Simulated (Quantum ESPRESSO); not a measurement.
# Mn3ZnN: which magnetic order is lowest, part 2 of 2

A self-consistent run ends on one state, which hangs on the start. Several orders of Mn3ZnN are started in Quantum ESPRESSO and their energies compared.

Quantum ESPRESSO 7.5; LDA; plane waves with GBRV 1.5 LDA potentials, no spin-orbit coupling.

So far, absolute magnetization (μB): step 2 (run 1 (ferro +++)) 5.94; step 3 (run 2 (ferri ++−)) 6.32.

### 4. Start 3: no spin polarisation

pw.py

```python
from ase import Atoms
from ase.calculators.espresso import Espresso, EspressoProfile

atoms = Atoms(['Mn', 'Mn', 'Mn', 'Zn', 'N'],
    cell=[[3.902, 0.0, 0.0],
         [0.0, 3.902, 0.0],
         [0.0, 0.0, 3.902]],
    scaled_positions=[[0.0, 0.5, 0.5],
         [0.5, 0.0, 0.5],
         [0.5, 0.5, 0.0],
         [0.0, 0.0, 0.0],
         [0.5, 0.5, 0.5]],
    pbc=True)
input_data = {
    'control': {'calculation': 'scf', 'prefix': 'pwscf', 'outdir': './tmp', 'disk_io': 'nowf'},
    'system': {'ecutwfc': 40.0, 'ecutrho': 280.0, 'nbnd': 45, 'occupations': 'smearing', 'smearing': 'fd', 'degauss': 0.00367493},
    'electrons': {'conv_thr': 1e-08, 'electron_maxstep': 150, 'mixing_beta': 0.3},
}
atoms.calc = Espresso(
    profile=EspressoProfile(command='mpirun -n 2 pw.x -nk 2', pseudo_dir='pseudo'),
    pseudopotentials={'N': 'n_lda_v1.2.uspp.F.UPF', 'Zn': 'zn_lda_v1.uspp.F.UPF', 'Mn': 'mn_lda_v1.5.uspp.F.UPF'},
    input_data=input_data,
    kpts=(8, 8, 8),
    koffset=(0, 0, 0))
atoms.get_potential_energy()
energy = atoms.calc.results['free_energy']
print(f'free energy: {energy:.6f} eV')
```

On the command line:

```console
$ OMP_NUM_THREADS=1 python3 pw.py > pw.log
```

The log of the run:

```text
     [... lines left out ...]
free energy: -15170.186443 eV
--- espresso.pwo ---
Program PWSCF v.7.5 starts
     [... lines left out ...]
     number of atoms/cell      =            5
     [... lines left out ...]
     number of electrons       =        70.00
     number of Kohn-Sham states=           45
     kinetic-energy cutoff     =      40.0000  Ry
     charge density cutoff     =     280.0000  Ry
     scf convergence threshold =      1.0E-08
     [... lines left out ...]
     48 Sym. Ops., with inversion, found
     [... lines left out ...]
     number of k points=    35  Fermi-Dirac smearing, width (Ry)=  0.0037
     [... lines left out ...]
     iteration # 13     ecut=    40.00 Ry     beta= 0.30
     [... lines left out ...]
     the Fermi energy is    14.8913 ev
!    total energy              =   -1114.98823563 Ry
     estimated scf accuracy    <          3.0E-09 Ry
     smearing contrib. (-TS)   =      -0.00658524 Ry
     [... lines left out ...]
     convergence has been achieved in  13 iterations
```

Elapsed: 30 s, on 2 MPI ranks of Arm Neoverse V2, shared host; peak memory 0.27 GiB.

Numbers from this step:

| Quantity | Value |
| --- | --- |
| smearing term TS | 0.08960 eV |
| final state | non-magnetic (no spin polarisation) |

### 5. What a mistake does

One input was spoiled on purpose, to see how the program answers.

pw.in

```
&CONTROL
  calculation = 'scf'
  prefix = 'pwscf'
  outdir = './tmp'
  pseudo_dir = './pseudo'
  disk_io = 'nowf'
/
&SYSTEM
  ibrav = 0
  nat = 5
  ntyp = 3
  ecutwfc = 40
  ecutrho = 280
  nbnd = 51
  occupations = 'smearing'
  smearing = 'fd'
  degauss = 0.00367493
  nspin = 2
  starting_magnetization(1) = 0.2333
  starting_magnetization(2) = 0
  starting_magnetization(3) = 0
/
&ELECTRONS
  conv_thr = 1d-08
  electron_maxstep = 60
  mixing_beta = 0.003
  mixing_ndim = 1
/
ATOMIC_SPECIES
Mn     54.9380 mn_lda_v1.5.uspp.F.UPF
Zn     65.3800 zn_lda_v1.uspp.F.UPF
N      14.0070 n_lda_v1.2.uspp.F.UPF
CELL_PARAMETERS angstrom
   3.9020000000    0.0000000000    0.0000000000
   0.0000000000    3.9020000000    0.0000000000
   0.0000000000    0.0000000000    3.9020000000
ATOMIC_POSITIONS crystal
Mn      0.0000000000    0.5000000000    0.5000000000
Mn      0.5000000000    0.0000000000    0.5000000000
Mn      0.5000000000    0.5000000000    0.0000000000
Zn      0.0000000000    0.0000000000    0.0000000000
N       0.5000000000    0.5000000000    0.5000000000
K_POINTS automatic
8 8 8 0 0 0
```

On the command line:

```console
$ OMP_NUM_THREADS=1 mpirun -n 2 pw.x -nk 2 -in pw.in > pw.out
```

The log of the run:

```text
     [... lines left out ...]
Program PWSCF v.7.5 starts
     [... lines left out ...]
     number of atoms/cell      =            5
     [... lines left out ...]
     number of electrons       =        70.00
     number of Kohn-Sham states=           51
     kinetic-energy cutoff     =      40.0000  Ry
     charge density cutoff     =     280.0000  Ry
     scf convergence threshold =      1.0E-08
     [... lines left out ...]
     48 Sym. Ops., with inversion, found
     [... lines left out ...]
     number of k points=    35  Fermi-Dirac smearing, width (Ry)=  0.0037
     [... lines left out ...]
     iteration # 60     ecut=    40.00 Ry     beta= 0.00
     [... lines left out ...]
     estimated scf accuracy    <       0.15512244 Ry
     total magnetization       =     6.10 Bohr mag/cell
     absolute magnetization    =     6.71 Bohr mag/cell
     [... lines left out ...]
     convergence NOT achieved after  60 iterations: stopping
[key lines of the parts left out:]
total energy              =   -1115.04158340 Ry
```

Elapsed: 3.8 min, on 2 MPI ranks; peak memory 0.33 GiB.

Residual by cycle:

cycle, log10 residual and a bar from the least value:
```
        1        2.4 ##############################
        6        1.3 ##############
       12        1.1 ###########
       17        1.1 ##########
       22        1.0 #########
       28        0.9 ########
       33        0.8 #######
       39        0.7 #####
       44        0.6 ####
       49        0.5 ###
       55        0.4 #
       60        0.3
```

The run stopped without converging, so none of its numbers is a property of the system.

After 60 cycles the residual stands at 2.1, against 6.9 at cycle 31 and a least value of 2.1. The cap of 60 cycles in the input ended the loop.

The fault put into the input: mixing far too weak.

### 6. Energies of the orders

An order is kept where moments of 0.15 μB or more survive with the typed signs; meshes match where a doubled cell samples the same k points as the first cell.

Ferrimagnetic means that a moment over 0.15 μB on a transition or rare-earth metal, induced ones included, opposes the net moment. Orders:

```
               start    final state  typed order kept  energy over the lowest (meV a seeded atom)  largest site moment (μB)  net moment (μB a cell of the first run)  mesh matched  CPU time (s)
           ferro +++  ferromagnetic               yes                                       22.82                      1.64                                    5.426           yes         194.4
           ferri ++-  ferrimagnetic               yes                                           0                     2.317                                   0.5835           yes         378.5
no spin polarisation   non-magnetic                 -                                       168.3                         0                                        0           yes         58.42
```

### 7. Outcome

- lowest state found: ferrimagnetic (from ferri ++-)
- largest site moment: 2.32 μB
- next state with moments: ferromagnetic, 22.8 meV a seeded atom higher
- state without moments: 168 meV a seeded atom higher

In words: Only these 3 starts were compared; other wavevectors, canted and longer-period orders were not. No Hubbard term acts here. In such compounds local and semilocal functionals without one often delocalise the d electrons, and can shrink or lose moments and miss the size, sign and order of the couplings.

[Logs and program files are shortened in this print: banners, set-up blocks, solver, clock and traceback lines can be left out without a mark of their own.]

[Logs are printed without paths, hosts, clocks, repeated set-up lines and the standing remarks that a program may print on its own settings, such as how far it seeks lower states.]

[Hosts, paths, dates, database ids (printed as entryN), source tags and the programs' standing remarks are cut or masked in the printed files.]

[Where a cell is said to come from a database of computed structures, the database is the Materials Project.]
